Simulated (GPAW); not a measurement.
**A GW chain in GPAW: KNaCl2 (R-3m)**

Wanted: ground state, empty states, screening and self-energy for KNaCl2 (R-3m).

Program: GPAW 26.7.0. Level of theory: LDA and many-body steps on it, plane waves. Results are calculated unless marked as measured.

This is a report of a sequence of runs, with most program output left out.

## Step 1: Starting point

It takes space group R-3m (No. 166, trigonal). The conventional cell has a = 4.173 Å, b = 4.173 Å, c = 20.848 Å, α = 90.00°, β = 90.00°, γ = 120.00°. Nearest to K lie 6 Cl at 3.09 Å. Na has 6 Cl at 2.86 Å nearest. Nearest to Cl lie 3 Na at 2.86 Å and 3 K at 3.09 Å. Farther neighbours and most contacts between anions are not listed.

The cell and positions are those that the Materials Project relaxed with its own functionals (PBE, PBE+U or r2SCAN), kept fixed.

## Step 2: Ground state

This step: GPAW 26.7.0; DFT, LDA, plane waves, PAW.

The ground-state density comes first.

File run.py:

```python
import json
import numpy as np
from gpaw.mpi import world
from ase import Atoms
from gpaw import GPAW, PW, FermiDirac

atoms = Atoms(['K', 'Na', 'Cl', 'Cl'],
    cell=[[2.0863204489, 1.2045376728, 6.9494889109],
      [-2.0863204489, 1.2045376728, 6.9494889109],
      [0.0000000000, -2.4090753456, 6.9494889109]],
    scaled_positions=[[0.5000000000, 0.5000000000, 0.5000000000],
      [0.0000000000, 0.0000000000, 0.0000000000],
      [0.7404658000, 0.7404658000, 0.7404658000],
      [0.2595342000, 0.2595342000, 0.2595342000]],
    pbc=(True, True, True))
calc = GPAW(mode=PW(450),
    xc='LDA',
    kpts={'size': (6, 6, 6), 'gamma': True},
    occupations=FermiDirac(0.001),
    nbands=-8,
    convergence={'density': 1e-6, 'bands': -3},
    maxiter=100,
    txt='gs.txt')
atoms.calc = calc
res = {'energy': atoms.get_potential_energy()}
kpts = calc.get_ibz_k_points()
res['kpts'] = kpts
res['eigenvalues'] = [calc.get_eigenvalues(kpt=k) for k in range(len(kpts))]
res['n_electrons'] = calc.get_number_of_electrons()
calc.write('gs.gpw')

if world.rank == 0:
    with open('result.json', 'w') as f:
        json.dump(res, f, default=lambda x: x.tolist())
```

Launch:

```sh
$ mpirun -n 4 gpaw python run.py
```

Run time: 21 s. Hardware: 4 MPI ranks of Arm Neoverse V2, shared host; peak memory 0.85 GiB; 84 s of CPU time.

Numbers from this step:

| Property | Result |
| --- | --- |
| total energy | -14.85 eV |
| gap | 4.696 eV |
| k of the valence top | 0, 0, 0 |
| k of the conduction bottom | 0, 0, 0 |
| least direct gap | 4.696 eV |

The gap is direct, at Γ.

## Step 3: Bands along the symmetry lines

Levels along a band path, at the cheap level, show where the edges lie and whether the meshes to come will hold them.

File run.py:

```python
import json
import numpy as np
from gpaw.mpi import world
from gpaw import GPAW

path = [[0.000000, 0.000000, 0.000000],
    [0.062500, 0.062500, 0.062500],
    [0.125000, 0.125000, 0.125000],
    [0.187500, 0.187500, 0.187500],
    [0.250000, 0.250000, 0.250000],
    [0.312500, 0.312500, 0.312500],
    [0.375000, 0.375000, 0.375000],
    [0.437500, 0.437500, 0.437500],
    [0.500000, 0.500000, 0.500000],
    [0.539163, 0.460837, 0.500000],
    [0.578326, 0.421674, 0.500000],
    [0.617489, 0.382511, 0.500000],
    [0.656653, 0.343347, 0.500000],
    [0.695816, 0.304184, 0.500000],
    [0.734979, 0.265021, 0.500000],
    [0.774142, 0.225858, 0.500000],
    [0.813305, 0.186695, 0.500000],
    [0.500000, -0.186695, 0.186695],
    [0.500000, -0.163358, 0.163358],
    [0.500000, -0.140021, 0.140021],
    [0.500000, -0.116684, 0.116684],
    [0.500000, -0.093347, 0.093347],
    [0.500000, -0.070011, 0.070011],
    [0.500000, -0.046674, 0.046674],
    [0.500000, -0.023337, 0.023337],
    [0.500000, 0.000000, 0.000000],
    [0.437500, 0.000000, 0.000000],
    [0.375000, 0.000000, 0.000000],
    [0.312500, 0.000000, 0.000000],
    [0.250000, 0.000000, 0.000000],
    [0.187500, 0.000000, 0.000000],
    [0.125000, 0.000000, 0.000000],
    [0.062500, 0.000000, 0.000000],
    [0.000000, 0.000000, 0.000000],
    [0.042918, -0.042918, 0.000000],
    [0.085837, -0.085837, 0.000000],
    [0.128755, -0.128755, 0.000000],
    [0.171674, -0.171674, 0.000000],
    [0.214592, -0.214592, 0.000000],
    [0.257511, -0.257511, 0.000000],
    [0.300429, -0.300429, 0.000000],
    [0.343347, -0.343347, -0.000000],
    [0.656653, 0.000000, 0.343347],
    [0.637071, 0.000000, 0.362929],
    [0.617489, 0.000000, 0.382511],
    [0.597908, 0.000000, 0.402092],
    [0.578326, 0.000000, 0.421674],
    [0.558745, 0.000000, 0.441255],
    [0.539163, 0.000000, 0.460837],
    [0.519582, 0.000000, 0.480418],
    [0.500000, 0.000000, 0.500000],
    [0.437500, 0.000000, 0.437500],
    [0.375000, 0.000000, 0.375000],
    [0.312500, 0.000000, 0.312500],
    [0.250000, 0.000000, 0.250000],
    [0.187500, 0.000000, 0.187500],
    [0.125000, 0.000000, 0.125000],
    [0.062500, 0.000000, 0.062500],
    [0.000000, 0.000000, 0.000000]]
calc = GPAW('gs.gpw').fixed_density(kpts=path,
    symmetry='off',
    nbands=25,
    convergence={'bands': 21},
    txt='bands.txt')
res = {}
kpts = calc.get_ibz_k_points()
res['kpts'] = kpts
res['eigenvalues'] = [calc.get_eigenvalues(kpt=k) for k in range(len(kpts))]
res['n_electrons'] = calc.get_number_of_electrons()

if world.rank == 0:
    with open('result.json', 'w') as f:
        json.dump(res, f, default=lambda x: x.tolist())
```

Launch:

```sh
$ mpirun -n 4 gpaw python run.py
```

It took 45 s on 4 MPI ranks; peak memory 0.95 GiB.

This step gave:

```
gap                        : 4.696 eV
k of the valence top       : 0, 0, 0
k of the conduction bottom : 0, 0, 0
least direct gap           : 4.696 eV
```

The gap is 4.696 eV, as in the run before at this level.

The electronic bands at the labelled points (eV, zero at the top of the highest filled band):

| point | band 12 | band 13 | band 14 | band 15 | band 16 | band 17 | band 18 | band 19 |
| --- | --- | --- | --- | --- | --- | --- | --- | --- |
| Γ | -0.32 | 0.00 | 0.00 | 0.00 | 4.70 | 7.01 | 7.74 | 8.71 |
| halfway | -0.28 | -0.28 | -0.05 | -0.05 | 5.14 | 6.82 | 7.50 | 8.82 |
| T | -0.18 | -0.18 | -0.15 | -0.15 | 6.07 | 6.11 | 7.26 | 8.92 |
| halfway | -0.53 | -0.32 | -0.25 | -0.24 | 6.80 | 7.07 | 7.56 | 7.88 |
| H2 | -0.98 | -0.74 | -0.37 | -0.31 | 7.49 | 7.60 | 8.63 | 8.92 |
| jump to H0 | -0.98 | -0.74 | -0.37 | -0.31 | 7.49 | 7.60 | 8.63 | 8.92 |
| halfway | -0.77 | -0.66 | -0.43 | -0.33 | 7.31 | 7.91 | 8.31 | 8.56 |
| L | -0.72 | -0.55 | -0.36 | -0.21 | 6.78 | 7.70 | 8.05 | 8.97 |
| halfway | -0.72 | -0.43 | -0.17 | -0.12 | 6.04 | 7.23 | 8.27 | 8.67 |
| Γ | -0.32 | 0.00 | 0.00 | 0.00 | 4.70 | 7.01 | 7.74 | 8.71 |
| halfway | -0.79 | -0.47 | -0.27 | -0.21 | 6.44 | 7.45 | 8.12 | 8.80 |
| S0 | -0.99 | -0.75 | -0.39 | -0.31 | 7.51 | 7.68 | 8.62 | 8.76 |
| jump to S2 | -0.99 | -0.75 | -0.39 | -0.31 | 7.51 | 7.68 | 8.62 | 8.76 |
| halfway | -0.73 | -0.56 | -0.32 | -0.29 | 6.79 | 7.34 | 8.02 | 9.22 |
| F | -0.46 | -0.41 | -0.36 | -0.31 | 6.45 | 7.10 | 7.59 | 9.44 |
| halfway | -0.56 | -0.41 | -0.19 | -0.14 | 6.09 | 7.18 | 8.03 | 8.62 |
| Γ | -0.32 | 0.00 | 0.00 | 0.00 | 4.70 | 7.01 | 7.74 | 8.71 |

## Step 4: Empty states on the mesh, 4×4×4 mesh, 70 bands

The sums over transitions need many empty states on a uniform mesh; this step solves for them.

File run.py:

```python
import json
import numpy as np
from gpaw.mpi import world
from gpaw import GPAW

calc = GPAW('gs.gpw').fixed_density(kpts={'size': (4, 4, 4), 'gamma': True},
    nbands=81,
    convergence={'bands': 70},
    txt='nscf.txt')
calc.write('full.gpw', mode='all')
res = {}
kpts = calc.get_ibz_k_points()
res['kpts'] = kpts
res['eigenvalues'] = [calc.get_eigenvalues(kpt=k) for k in range(len(kpts))]
res['n_electrons'] = calc.get_number_of_electrons()

if world.rank == 0:
    with open('result.json', 'w') as f:
        json.dump(res, f, default=lambda x: x.tolist())
```

Launch:

```sh
$ mpirun -n 4 gpaw python run.py
```

Wall time 30 s (4 MPI ranks); peak memory 0.94 GiB; 2 min of CPU time.

Numbers from this step:

- gap: 4.696 eV
- k of the valence top: 0, 0, 0
- k of the conduction bottom: 0, 0, 0
- least direct gap: 4.696 eV
- k points computed: 13
- lowest point of the top converged band, above the valence top: 33.77 eV

On this mesh the gap is 4.696 eV.

## Step 5: Screening and self-energy, 4×4×4 mesh, 60 bands, screening to 40 eV

Now the one-shot GW correction: screening in the RPA, then the self-energy of the levels asked for.

This step: G0W0 on LDA, plane waves, PAW.

File run.py:

```python
import json
import numpy as np
from gpaw.mpi import world
from gpaw.response.g0w0 import G0W0

gw = G0W0('full.gpw',
    filename='gw',
    kpts=[0],
    bands=(13, 17),
    ecut=40,
    nbands=60,
    integrate_gamma='WS',
    ppa=True)
gw.calculate()
res = {mode: {k: v for k, v in r.items() if k != 'sigma_eskwn'}
       for mode, r in gw.all_results.items()}

if world.rank == 0:
    with open('result.json', 'w') as f:
        json.dump(res, f, default=lambda x: x.tolist())
```

Launch:

```sh
$ mpirun -n 4 gpaw python run.py
```

Elapsed: 62 s, on 4 MPI ranks; peak memory 1.4 GiB; 4.1 min of CPU time.

This step gave:

```yaml
g0w0_gap_on_the_points_computed: 7.440 eV
least_direct_g0w0_gap_on_the_computed_points: 7.440 eV
z_at_the_valence_top: 0.8240
z_at_the_conduction_bottom: 0.8735
starting_gap_on_the_mesh: 4.696 eV
k_of_the_valence_top: 0, 0, 0
k_of_the_conduction_bottom: 0, 0, 0
```

The gap on the mesh goes from 4.70 eV to 7.44 eV, a correction of +2.74 eV.

Limits: finite bands, cutoff and mesh. v1 is the top filled band, c1 the lowest empty one. The levels before and after the correction (eV, zero at the valence-band top of each column):

|  | conduction bottom | valence top |
| --- | --- | --- |
| Kohn-Sham | 4.70 | 0.00 |
| G0W0 | 7.44 | 0.00 |

|  | level | energy (eV) |
| --- | --- | --- |
| Kohn-Sham | Γ v2 | -0.005 |
| Kohn-Sham | Γ v1 | 0.000 |
| Kohn-Sham | Γ c1 | 4.696 |
| Kohn-Sham | Γ c2 | 7.013 |
| G0W0 | Γ v2 | -0.013 |
| G0W0 | Γ v1 | 0.000 |
| G0W0 | Γ c1 | 7.440 |
| G0W0 | Γ c2 | 9.871 |

## Step 6: Where the time went

Times are wall times on 4 MPI ranks of Arm Neoverse V2, shared host, good to a factor of about two.

| step | time | share | memory (GiB) |
| --- | --- | --- | --- |
| ground state | 21 s | 13 % | 0.85 |
| bands along the symmetry lines | 45 s | 28 % | 0.95 |
| empty states on the mesh | 30 s | 19 % | 0.94 |
| screening and self-energy | 62 s | 39 % | 1.4 |

## Step 7: Results

```
LDA gap              : 4.70 eV, direct
G0W0 gap on the mesh : 7.44 eV
GW settings          : 4×4×4 mesh, 60 bands, screening to 40 eV, Godby-Needs plasmon pole
known limits         : not at the basis limit
```

G0W0 moves the gap on the mesh from 4.70 eV to 7.44 eV (+2.74 eV), with Z of 0.82 and 0.87 at the edges. Only 1 of the mesh's irreducible points was corrected, so a valley elsewhere could overtake. Bands and cutoff are finite, so the gap is not at the basis limit. The miss can reach some tenths of an eV and take either sign; the mesh is an error of its own. These stock PAW sets were not made for GW. In the G0W0 run levels were corrected at 1 k point alone, so a gap called «on the mesh» is the least over those, and an edge elsewhere would be missed.

[Paths, hosts, dates, memory and timing lines, banners, echoed tables and standing remarks are left out of the program output.]

[Logs are printed without paths, hosts, clocks, repeated set-up lines and the standing remarks that a program may print on its own settings, such as how far it seeks lower states.]

[Runs of the session that timed out or met a known fault of the program may be left out.]

[Hosts, paths, dates, database ids (printed as entryN), source tags and the programs' standing remarks are cut or masked in the printed files.]
